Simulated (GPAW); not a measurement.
**A GW chain in GPAW: CsH (Pm-3m)**

How does a plane-wave GW calculation on CsH (Pm-3m) run from the first input to the gap?

Program: GPAW 26.7.0. Level of theory: LDA and many-body steps on it, plane waves. Results are calculated unless marked as measured.

### Step 1. Set-up

Symmetry: Pm-3m, No. 221, cubic system. Conventional cell: a = 3.818 Å, b = 3.818 Å, c = 3.818 Å, α = 90.00°, β = 90.00°, γ = 90.00°. Nearest to Cs lie 8 H at 3.31 Å. H has 8 Cs at 3.31 Å nearest. Farther neighbours are not listed.

The cell and positions are those that the Materials Project relaxed with its own functionals (PBE, PBE+U or r2SCAN), kept fixed. Spin-orbit coupling is left out unless a step names it.

### Step 2. Ground state

This step: GPAW 26.7.0; DFT, LDA, plane waves, PAW.

The ground-state density comes first.

run.py

```python
import json
import numpy as np
from gpaw.mpi import world
from ase import Atoms
from gpaw import GPAW, PW, FermiDirac

atoms = Atoms(['Cs', 'H'],
    cell=[[3.8184085400, 0.0000000000, 0.0000000000],
      [0.0000000000, 3.8184085400, 0.0000000000],
      [0.0000000000, 0.0000000000, 3.8184085400]],
    scaled_positions=[[0.0000000000, 0.0000000000, 0.0000000000],
      [0.5000000000, 0.5000000000, 0.5000000000]],
    pbc=(True, True, True))
calc = GPAW(mode=PW(600),
    xc='LDA',
    kpts={'size': (6, 6, 6), 'gamma': True},
    occupations=FermiDirac(0.001),
    nbands=-7,
    convergence={'density': 1e-6, 'bands': -3},
    maxiter=100,
    txt='gs.txt')
atoms.calc = calc
res = {'energy': atoms.get_potential_energy()}
kpts = calc.get_ibz_k_points()
res['kpts'] = kpts
res['eigenvalues'] = [calc.get_eigenvalues(kpt=k) for k in range(len(kpts))]
res['n_electrons'] = calc.get_number_of_electrons()
calc.write('gs.gpw')

if world.rank == 0:
    with open('result.json', 'w') as f:
        json.dump(res, f, default=lambda x: x.tolist())
```

Started as:

```console
$ mpirun -n 4 gpaw python run.py
```

Numbers of over 12 decimals in the logs are rounded to 6 here.

The program printed:

```text
__  _  _
 | _ |_)|_||  |
 |__||  | ||/\| - 26.7.0

Input parameters:
  mode=PW(ecut=600.0),
  convergence={'density': 1e-06, 'bands': -3},
  kpts=MonkhorstPack(size=(6, 6, 6), gamma=True),
  maxiter=100,
  nbands=-7,
  occupations=Occupations(name='fermi-dirac', width=0.001, fixmagmom=False),
  xc=XC(name='LDA')
  [... matrices ...]
Diagonalizing LCAO Hamiltonian
Converting LCAO to pw mode
   .--------.
  /|        |
 * |        |
 | |   H    |
 | |        |
 | .--------.
 |/        /
 Cs-------*

Atoms  # Å, Bohr magnetons
|   | symbol |        x |        y |        z |    initial magnetic moments |
| 0 |     Cs | 0.000000 | 0.000000 | 0.000000 | ( 0.0000,  0.0000,  0.0000) |
| 1 |      H | 1.909204 | 1.909204 | 1.909204 | ( 0.0000,  0.0000,  0.0000) |

Unit cell  # Å
| periodic |        x |        y |        z |  lengths |    angles |
|      yes | 3.818409 | 0.000000 | 0.000000 | 3.818409 | 90.000000 |
|      yes | 0.000000 | 3.818409 | 0.000000 | 3.818409 | 90.000000 |
|      yes | 0.000000 | 0.000000 | 3.818409 | 3.818409 | 90.000000 |

Number of symmetries: 48
Symmetry operations  # r_c * U_cc + t_c -> r_c
|    | kind |            matrix            |
|  0 |  E   |  1, 0, 0,  0, 1, 0,  0, 0, 1 |
|  1 |  σ   |  1, 0, 0,  0, 1, 0,  0, 0,-1 |
|  2 |  σ   |  1, 0, 0,  0, 0, 1,  0, 1, 0 |
|  3 |  C4  |  1, 0, 0,  0, 0, 1,  0,-1, 0 |
|  4 |  C4  |  1, 0, 0,  0, 0,-1,  0, 1, 0 |
|  5 |  σ   |  1, 0, 0,  0, 0,-1,  0,-1, 0 |
|  6 |  σ   |  1, 0, 0,  0,-1, 0,  0, 0, 1 |
|  7 |  C2  |  1, 0, 0,  0,-1, 0,  0, 0,-1 |
|  8 |  σ   |  0, 1, 0,  1, 0, 0,  0, 0, 1 |
|  9 |  C2  |  0, 1, 0,  1, 0, 0,  0, 0,-1 |
| 10 |  C3  |  0, 1, 0,  0, 0, 1,  1, 0, 0 |
| 11 |  S6  |  0, 1, 0,  0, 0, 1, -1, 0, 0 |
| 12 |  S6  |  0, 1, 0,  0, 0,-1,  1, 0, 0 |
| 13 |  C3  |  0, 1, 0,  0, 0,-1, -1, 0, 0 |
| 14 |  C4  |  0, 1, 0, -1, 0, 0,  0, 0, 1 |
| 15 |  S4  |  0, 1, 0, -1, 0, 0,  0, 0,-1 |
| 16 |  C3  |  0, 0, 1,  1, 0, 0,  0, 1, 0 |
| 17 |  S6  |  0, 0, 1,  1, 0, 0,  0,-1, 0 |
| 18 |  σ   |  0, 0, 1,  0, 1, 0,  1, 0, 0 |
| 19 |  C4  |  0, 0, 1,  0, 1, 0, -1, 0, 0 |
| 20 |  C2  |  0, 0, 1,  0,-1, 0,  1, 0, 0 |
| 21 |  S4  |  0, 0, 1,  0,-1, 0, -1, 0, 0 |
| 22 |  S6  |  0, 0, 1, -1, 0, 0,  0, 1, 0 |
| 23 |  C3  |  0, 0, 1, -1, 0, 0,  0,-1, 0 |
| 24 |  S6  |  0, 0,-1,  1, 0, 0,  0, 1, 0 |
| 25 |  C3  |  0, 0,-1,  1, 0, 0,  0,-1, 0 |
| 26 |  C4  |  0, 0,-1,  0, 1, 0,  1, 0, 0 |
| 27 |  σ   |  0, 0,-1,  0, 1, 0, -1, 0, 0 |
| 28 |  S4  |  0, 0,-1,  0,-1, 0,  1, 0, 0 |
| 29 |  C2  |  0, 0,-1,  0,-1, 0, -1, 0, 0 |
| 30 |  C3  |  0, 0,-1, -1, 0, 0,  0, 1, 0 |
| 31 |  S6  |  0, 0,-1, -1, 0, 0,  0,-1, 0 |
| 32 |  C4  |  0,-1, 0,  1, 0, 0,  0, 0, 1 |
| 33 |  S4  |  0,-1, 0,  1, 0, 0,  0, 0,-1 |
| 34 |  S6  |  0,-1, 0,  0, 0, 1,  1, 0, 0 |
| 35 |  C3  |  0,-1, 0,  0, 0, 1, -1, 0, 0 |
| 36 |  C3  |  0,-1, 0,  0, 0,-1,  1, 0, 0 |
| 37 |  S6  |  0,-1, 0,  0, 0,-1, -1, 0, 0 |
| 38 |  σ   |  0,-1, 0, -1, 0, 0,  0, 0, 1 |
| 39 |  C2  |  0,-1, 0, -1, 0, 0,  0, 0,-1 |
| 40 |  σ   | -1, 0, 0,  0, 1, 0,  0, 0, 1 |
| 41 |  C2  | -1, 0, 0,  0, 1, 0,  0, 0,-1 |
| 42 |  C2  | -1, 0, 0,  0, 0, 1,  0, 1, 0 |
| 43 |  S4  | -1, 0, 0,  0, 0, 1,  0,-1, 0 |
| 44 |  S4  | -1, 0, 0,  0, 0,-1,  0, 1, 0 |
| 45 |  C2  | -1, 0, 0,  0, 0,-1,  0,-1, 0 |
| 46 |  C2  | -1, 0, 0,  0,-1, 0,  0, 0, 1 |
| 47 |  i   | -1, 0, 0,  0,-1, 0,  0, 0,-1 |

BZ-sampling:
  Number of BZ points: 216
  Number of IBZ points: 20

  Monkhorst-Pack size: [6, 6, 6]
  Monkhorst-Pack shift: [0.083333, 0.083333, 0.083333]

K-points  # in reciprocal-cell coordinates
|     |                                coordinates |     weight |
|   0 | (  0.00000000,   0.00000000,   0.00000000) | 0.00462963 |
|   1 | (  0.16666667,   0.00000000,   0.00000000) | 0.02777778 |
|   2 | (  0.16666667,   0.16666667,   0.00000000) | 0.05555556 |
|   3 | (  0.16666667,   0.16666667,   0.16666667) | 0.03703704 |
|   4 | (  0.33333333,   0.00000000,   0.00000000) | 0.02777778 |
|   5 | (  0.33333333,   0.16666667,   0.00000000) | 0.11111111 |
|   6 | (  0.33333333,   0.16666667,   0.16666667) | 0.11111111 |
|   7 | (  0.33333333,   0.33333333,   0.00000000) | 0.05555556 |
|   8 | (  0.33333333,   0.33333333,   0.16666667) | 0.11111111 |
|   9 | (  0.33333333,   0.33333333,   0.33333333) | 0.03703704 |
| ... |                                            |            |
|  19 | (  0.50000000,   0.50000000,   0.50000000) | 0.00462963 |

Plane wave coefficients: 1881
Cutoff: 600.0 eV

Spin-components: 1 (collinear spins)
Bands:           12
Projectors:      8
Spin-degeneracy: 2
Datatype:        complex128

  Storage: CPU
  Wave functions: 7_153_920 bytes (1_788_480 per core)
  Projectors: 11_327_040 bytes (2_831_760 per core)
  [... matrices ...]
Parallelization:
  kpt:    4
  domain: 1
  band:   1

Density:
  Valence electrons: 10.0
  Components: 1
  Grid points: [24 24 24]
  Charge: 0.0  # |e|

Potential:
  Grid points: [24 24 24]

species:
  Cs:
    name:    Caesium
    Z:       55.0
    valence: 9
    core:    46
    charge:  0.0  # [|e|]
    compensation charges:
      type: gauss
      rc: 0.33  # [Å]
      lmax: 2
    cutoffs:
      filter: 2.06  # [Å]
      core: 2.51  # [Å]
    projectors
    | kind |    occ | energy [eV] | rcut [Å] |
    |   5s |  2.000 |     -26.872 |    1.164 |
    |   6s |  1.000 |      -2.224 |    1.164 |
    |   5p |  6.000 |     -13.611 |    1.058 |
    |    p |        |      13.601 |    1.058 |
    |    d |        |       0.000 |    1.058 |

    Using partial waves for Cs as LCAO basis

  H:
    name:    Hydrogen
    Z:       1.0
    valence: 1
    core:    0
    charge:  0.0  # [|e|]
    compensation charges:
      type: gauss
      rc: 0.15  # [Å]
      lmax: 2
    cutoffs:
      filter: 0.85  # [Å]
      core: 0.53  # [Å]
    projectors
    | kind |    occ | energy [eV] | rcut [Å] |
    |   1s |  1.000 |      -6.353 |    0.476 |
    |    s |        |      20.858 |    0.476 |
    |    p |        |       0.000 |    0.476 |

    Using partial waves for H as LCAO basis

Reference energy: -211646.394224  # eV

eigensolver:
  PPCG
  Converge bands: -3
  niter=2

density mixing:
  MSR1-Mixer
  Pratt-step length: 0.05
  Maximum mixing coefficient: 0.75
  Old densities: 10
  SVD Regularization: 0.005
  Good broyden scale: 1.0
  Trust region scale: 1.0
  Backstep threshold: 4.0
  History deletion threshold: 6.0
  Fourier metric: weight=20.0, sigma=0.015

occupation numbers:
  Fermi-Dirac:
    width: 0.0010  # eV

poisson solver:
  ecut: 4800.0  # eV

xc functional:
  name: None

Initialization done in: 0.740 s

convergence criteria:
- Maximum integral of absolute [dens]ity change: 1e-06 electrons / valence electron
- Maximum [total energy] change in last 3 cyles: 0.0005 eV / valence electron
- Maximum integral of absolute [eigenst]ate change: 4e-08 eV^2 / valence electron
maximum number of iterations: 100

SCF iterations
|iter     |     time |      energy | eigst |  dens |
|iter:   1|  |   -6.113977 | +1.61 |       |
|iter:   2|  |   -5.903149 | +0.74 | -0.91 |
|iter:   3|  |   -4.894071 | -0.13 | -0.95 |
|iter:   4|  |   -4.885558 | -0.64 | -1.68 |
|iter:   5|  |   -4.884370 | -2.48 | -1.96 |
|iter:   6|  |   -4.884365c| -4.49 | -2.96 |
|iter:   7|  |   -4.884366c| -5.97 | -3.52 |
|iter:   8|  |   -4.884366c| -7.26 | -4.55 |
|iter:   9|  |   -4.884366c| -8.07c| -5.34 |
|iter:  10|  |   -4.884366c| -8.57c| -5.85 |
|iter:  11|  |   -4.884366c| -9.18c| -6.88c|

Converged in 11 steps
SCF loop duration: 1.591 s (0.145 s/step)
Energy contributions relative to reference atoms: (reference = -211646.394224)
  [... matrices ...]
Energy contributions:
  Kinetic:           1.655623
  Coulomb:          -1.168367
  Zero:             -0.036010
  External:          0.000000
  Xc:               -5.335613
  Entropy:          -0.000000
  Spinorbit:         0.000000
  ----------------------------
  Free energy:      -4.884366
  Extrapolated:     -4.884366

dipole moment: (-21.504776, -21.504776, -21.504776)  # |e|*Ang

Fermi level: 4.146
Eigenvalues  # (at kpt = [0.000, 0.000, 0.000])
| band index |      eig [eV] | occ [0-2] |
|          0 |       -18.240 |     2.000 |
|          1 |        -4.266 |     2.000 |
|          2 |        -4.266 |     2.000 |
|          3 |        -4.266 |     2.000 |
|          4 |         1.548 |     2.000 |
|          5 |         6.758 |     0.000 |
|          6 |         6.758 |     0.000 |
|          7 |        10.639 |     0.000 |
|          8 |        13.027 |     0.000 |
|          9 |        13.689 |     0.000 |
|         10 |        13.736 |     0.000 |
|         11 |        13.747 |     0.000 |

Gap: 2.272 eV
Transition (v -> c):
  (s=0, k=19, n=4, [0.50, 0.50, 0.50]) -> (s=0, k=10, n=5, [0.50, 0.00, 0.00])
Direct/indirect transitions are different
Direct gap: 2.457 eV
Transition at: (s=0, k=19, n=4, [0.50, 0.50, 0.50])
# Writing to gs.gpw (mode='')
  [... matrices ...]
```

Wall time 3.8 s (4 MPI ranks of Arm Neoverse V2, shared host); peak memory 0.59 GiB; 15 s of CPU time.

This step gave:

| Property | Result |
| --- | --- |
| total energy | -4.884 eV |
| gap | 2.272 eV |
| k of the valence top | 0.5, 0.5, 0.5 |
| k of the conduction bottom | 0.5, 0, 0 |
| least direct gap | 2.457 eV |

The gap is indirect, with the least direct gap 0.18 eV higher.

### Step 3. Empty states on the mesh, 4×4×4 mesh, 509 bands

The sums over transitions need many empty states on a uniform mesh; this step solves for them.

run.py

```python
import json
import numpy as np
from gpaw.mpi import world
from gpaw import GPAW

calc = GPAW('gs.gpw').fixed_density(kpts={'size': (4, 4, 4), 'gamma': True},
    parallel={'domain': 1, 'band': 1},
    txt='nscf.txt')
calc.diagonalize_full_hamiltonian(nbands=509)
calc.write('full.gpw', mode='all')
res = {}
kpts = calc.get_ibz_k_points()
res['kpts'] = kpts
res['eigenvalues'] = [calc.get_eigenvalues(kpt=k) for k in range(len(kpts))]
res['n_electrons'] = calc.get_number_of_electrons()

if world.rank == 0:
    with open('result.json', 'w') as f:
        json.dump(res, f, default=lambda x: x.tolist())
```

Started as:

```console
$ mpirun -n 4 gpaw python run.py
```

The program printed:

```text
Diagonalizing LCAO Hamiltonian
Converting LCAO to pw mode
convergence criteria:
- Maximum integral of absolute [eigenst]ate change: 4e-08 eV^2 / valence electron
maximum number of iterations: 100

SCF iterations
|iter     |     time |      energy | eigst |  dens |
|iter:   1|  |             | +1.94 |       |
|iter:   2|  |             | +0.82 |       |
|iter:   3|  |             | +0.13 |       |
|iter:   4|  |             | -0.89 |       |
|iter:   5|  |             | -2.45 |       |
|iter:   6|  |             | -4.41 |       |
|iter:   7|  |             | -5.96 |       |
|iter:   8|  |             | -7.44c|       |
SCF steps: 8
  __  _  _
 | _ |_)|_||  |
 |__||  | ||/\| - 26.7.0

Input parameters:
  mode=PW(ecut=600.0),
  convergence={'density': 1e-06, 'bands': -3},
  gpts=array([24, 24, 24]),
  kpts=MonkhorstPack(size=(4, 4, 4), gamma=True),
  maxiter=100,
  nbands=12,
  occupations=Occupations(name='fermi-dirac', width=0.001, fixmagmom=False),
  parallel={'domain': 1, 'band': 1},
  xc=XC(name='LDA')
Matrix size: 1871x1871
# Writing to full.gpw (mode='all')
  [... matrices ...]

timing:  # [seconds]
  Total: 17.901  # ━━━━━━━━━━━━━━━━━━━━━━━━━━━━━━━━━━━━━━━━━━━━━━━━━━━━━━━━━━
```

The job ended after 21 s (4 MPI ranks; peak memory 1.8 GiB).

Numbers from this step:

| Item | Value |
| --- | --- |
| gap | 2.272 eV |
| k of the valence top | 0.5, 0.5, 0.5 |
| k of the conduction bottom | 0.5, 0, 0 |
| least direct gap | 2.457 eV |
| k points computed | 10 |
| lowest point of the top converged band, above the valence top | 240.1072 eV |

On this mesh the gap is 2.272 eV.

### Step 4. Screening and self-energy, 4×4×4 mesh, 232 bands, screening to 150 eV

G0W0 replaces the xc potential by the self-energy, built once from these orbitals. Only a window of levels is corrected, while the sums run over the empty bands that the input names.

This step: G0W0 on LDA, plane waves, PAW.

run.py

```python
import json
import numpy as np
from gpaw.mpi import world
from gpaw.response.g0w0 import G0W0

gw = G0W0('full.gpw',
    filename='gw',
    kpts=[0, 4, 9],
    bands=(3, 7),
    ecut=150,
    nbands=232,
    integrate_gamma='WS',
    ppa=True)
gw.calculate()
res = {mode: {k: v for k, v in r.items() if k != 'sigma_eskwn'}
       for mode, r in gw.all_results.items()}

if world.rank == 0:
    with open('result.json', 'w') as f:
        json.dump(res, f, default=lambda x: x.tolist())
```

Started as:

```console
$ mpirun -n 4 gpaw python run.py
```

The program printed:

```text
Using integrator: PointIntegrator
FrequencyGridDescriptor(from 0.000+0.000j to 0.000+27.211j eV, 2 points)
Nonperiodic BCs:  [False False False]
Using integrator: PointIntegrator
FrequencyGridDescriptor(from 0.000+0.000j to 0.000+27.211j eV, 2 points)
Nonperiodic BCs:  [False False False]
  ___  _ _ _
 |   || | | |
 | | || | | |
 |__ ||_____|
 |___|

BZ k-points: Symmetries present (total): 48

  [... matrices ...]
64 k-points: 4 x 4 x 4 Monkhorst-Pack grid + [1/8,1/8,1/8]
10 k-points in the irreducible part of the Brillouin zone
       k-points in crystal coordinates                weights
   0:     0.00000000    0.00000000    0.00000000          1/64
   1:     0.25000000    0.00000000    0.00000000          6/64
   2:     0.25000000    0.25000000    0.00000000         12/64
   3:     0.25000000    0.25000000    0.25000000          8/64
   4:     0.50000000    0.00000000    0.00000000          3/64
   5:     0.50000000    0.25000000    0.00000000         12/64
   6:     0.50000000    0.25000000    0.25000000         12/64
   7:     0.50000000    0.50000000    0.00000000          3/64
   8:     0.50000000    0.50000000    0.25000000          6/64
   9:     0.50000000    0.50000000    0.50000000          1/64

Distributing spins, k-points and bands (1 x 3 x 4) over 4 processes
Number of blocks: 1

Quasi particle states:
k-points (IBZ indices): [0, 4, 9]
Band range: (3, 7)
  [... matrices ...]
Computational parameters:
Plane wave cut-off: 150 eV
Number of bands: 232
Coulomb cutoff: None
Broadening: 0.1 eV

fxc modes: GW
Kernel: RPA
Using Godby-Needs plasmon-pole approximation:
  Fitting energy: i*E0, E0 = 1.000 Hartree
Summing all q:

Calculating screened Coulomb potential
No Coulomb truncation
FrequencyGridDescriptor(from 0.000+0.000j to 0.000+27.211j eV, 2 points)
Removing empty qpoint cache files...

Calculating chi0 body with:
    Ground state adapter containing:
    Number of spins: 1
    Number of kpoints: 64
    Number of irreducible kpoints: 10
    Number of completely occupied states: 5
    Number of partially occupied states: 5
    Occupied states memory: 1.0546875 M / cpu

    Linear response parametrization:
    q_c: [0.0, 0.0, 0.0]
    Number of frequency points: 2
    Planewave cutoff: 150.0
    Number of bands: 232
    Number of planewaves: 251
    Broadening (eta): 1e-06
    comm.size: 4
    kncomm.size: 4
    blockcomm.size: 1

    Memory estimate of potentially large arrays:
        chi0_wGG: 1.922638 M / cpu
Integrating chi0 body.

Symmetries of q_c:
    Direct symmetries (Uq -> q): 48
    Indirect symmetries (TUq -> q): 0
In total 48 allowed symmetries.

  [... matrices ...]
10 groups of equivalent kpoints. 84.375% reduction.

Integral kind: response function
Integrating chi0 head and wings.

Symmetries of q_c:
    Direct symmetries (Uq -> q): 48
    Indirect symmetries (TUq -> q): 0
In total 48 allowed symmetries.

  [... matrices ...]
10 groups of equivalent kpoints. 84.375% reduction.

Integral kind: response function wings

Calculating chi0 body with:
    Ground state adapter containing:
    Number of spins: 1
    Number of kpoints: 64
    Number of irreducible kpoints: 10
    Number of completely occupied states: 5
    Number of partially occupied states: 5
    Occupied states memory: 1.0546875 M / cpu

    Linear response parametrization:
[... the further q-points ...]

Results:
f:      Occupation numbers
eps:     KS-eigenvalues [eV]
vxc:     KS vxc [eV]
exx:     Exact exchange [eV]
sigma:   Self-energies [eV]
dsigma:  Self-energy derivatives
Z:       Renormalization factors
qp:      QP-energies [eV]

k-point 0 (0): (0.000, 0.000, 0.000)                GW
band       f     eps     vxc     exx   sigma  dsigma       Z      qp
                                                                   GW
   3   1.000  -4.266 -17.592 -21.692   2.188  -0.250   0.800  -5.795
   4   1.000   1.548  -9.383 -12.963   1.807  -0.286   0.778   0.170
   5   0.000   6.758  -9.555  -4.679  -3.733  -0.201   0.833   7.710
   6   0.000   6.758  -9.555  -4.679  -3.733  -0.201   0.833   7.710

k-point 1 (4): (0.500, 0.000, 0.000)                GW
band       f     eps     vxc     exx   sigma  dsigma       Z      qp
                                                                   GW
   3   1.000  -4.106 -17.853 -21.897   2.153  -0.251   0.799  -5.618
   4   1.000   3.406 -10.766 -13.941   1.387  -0.269   0.788   1.998
   5   0.000   5.957  -9.064  -4.623  -3.477  -0.194   0.837   6.765
   6   0.000   7.558 -10.230  -5.146  -3.813  -0.204   0.830   8.613

k-point 2 (9): (0.500, 0.500, 0.500)                GW
band       f     eps     vxc     exx   sigma  dsigma       Z      qp
                                                                   GW
   3   1.000  -5.268 -16.438 -20.859   2.383  -0.265   0.791  -6.880
   4   1.000   3.685  -9.769 -12.812   1.223  -0.274   0.785   2.257
   5   0.000   6.142  -8.504  -4.296  -3.360  -0.196   0.836   6.851
   6   0.000   6.142  -8.504  -4.296  -3.360  -0.196   0.836   6.851
```

Run time: 95 s. Hardware: 4 MPI ranks; peak memory 1.2 GiB.

Numbers from this step:

```yaml
g0w0_gap_on_the_points_computed: 4.508 eV
least_direct_g0w0_gap_on_the_computed_points: 4.594 eV
z_at_the_valence_top: 0.7849
z_at_the_conduction_bottom: 0.8372
starting_gap_on_the_mesh: 2.272 eV
k_of_the_valence_top: 0.5, 0.5, 0.5
k_of_the_conduction_bottom: 0.5, 0, 0
```

The gap on the mesh goes from 2.27 eV to 4.51 eV, a correction of +2.24 eV.

Limits: finite bands, cutoff and mesh; no spin-orbit coupling; coarse k mesh. v1 is the top filled band, c1 the lowest empty one. The levels before and after the correction (eV, zero at the valence-band top of each column):

|  | conduction bottom | valence top |
| --- | --- | --- |
| Kohn-Sham | 2.27 | 0.00 |
| G0W0 | 4.51 | 0.00 |

|  | level | energy (eV) |
| --- | --- | --- |
| Kohn-Sham | (0.5 0 0) v2 | -7.791 |
| Kohn-Sham | (0.5 0 0) v1 | -0.279 |
| Kohn-Sham | (0.5 0 0) c1 | 2.272 |
| Kohn-Sham | (0.5 0 0) c2 | 3.872 |
| Kohn-Sham | (0.5 0.5 0.5) v2 | -8.953 |
| Kohn-Sham | (0.5 0.5 0.5) v1 | 0.000 |
| Kohn-Sham | (0.5 0.5 0.5) c1-c2 | 2.457 |
| G0W0 | (0.5 0 0) v2 | -7.875 |
| G0W0 | (0.5 0 0) v1 | -0.259 |
| G0W0 | (0.5 0 0) c1 | 4.508 |
| G0W0 | (0.5 0 0) c2 | 6.356 |
| G0W0 | (0.5 0.5 0.5) v2 | -9.137 |
| G0W0 | (0.5 0.5 0.5) v1 | 0.000 |
| G0W0 | (0.5 0.5 0.5) c1-c2 | 4.594 |

### Step 5. Where the time went

Times are wall times on 4 MPI ranks of Arm Neoverse V2, shared host, good to a factor of about two.

| step | time | share | memory (GiB) |
| --- | --- | --- | --- |
| ground state | 3.8 s | 3 % | 0.59 |
| empty states on the mesh | 21 s | 17 % | 1.8 |
| screening and self-energy | 95 s | 79 % | 1.2 |

### Step 6. What came out

| Quantity | Value |
| --- | --- |
| LDA gap | 2.27 eV, indirect |
| G0W0 gap on the mesh | 4.51 eV |
| GW settings | 4×4×4 mesh, 232 bands, screening to 150 eV, Godby-Needs plasmon pole |
| known limits | not at the basis limit; no spin-orbit coupling; coarse k mesh |

In words: G0W0 moves the gap on the mesh from 2.27 eV to 4.51 eV (+2.24 eV), with Z of 0.78 and 0.84 at the edges. Only 3 of the mesh's irreducible points were corrected, so a valley elsewhere could overtake. The dearest step here is «screening and self-energy». Bands and cutoff are finite, so the gap is not at the basis limit. The miss can reach some tenths of an eV and take either sign; the mesh is an error of its own. These stock PAW sets were not made for GW. In the G0W0 run levels were corrected at 3 k points alone, so a gap called «on the mesh» is the least over those, and an edge elsewhere would be missed. The 4×4×4 mesh is coarse for this cell, which bears on the long-range parts of exchange and screening. The many-body steps are scalar-relativistic: spin-orbit coupling is not in them.

[Paths, hosts, dates, memory and timing lines, banners, echoed tables and standing remarks are left out of the program output.]

[Logs are printed without paths, hosts, clocks, repeated set-up lines and the standing remarks that a program may print on its own settings, such as how far it seeks lower states.]

[Runs of the session that timed out or met a known fault of the program may be left out.]

[Hosts, paths, dates, database ids (printed as entryN), source tags and the programs' standing remarks are cut or masked in the printed files.]
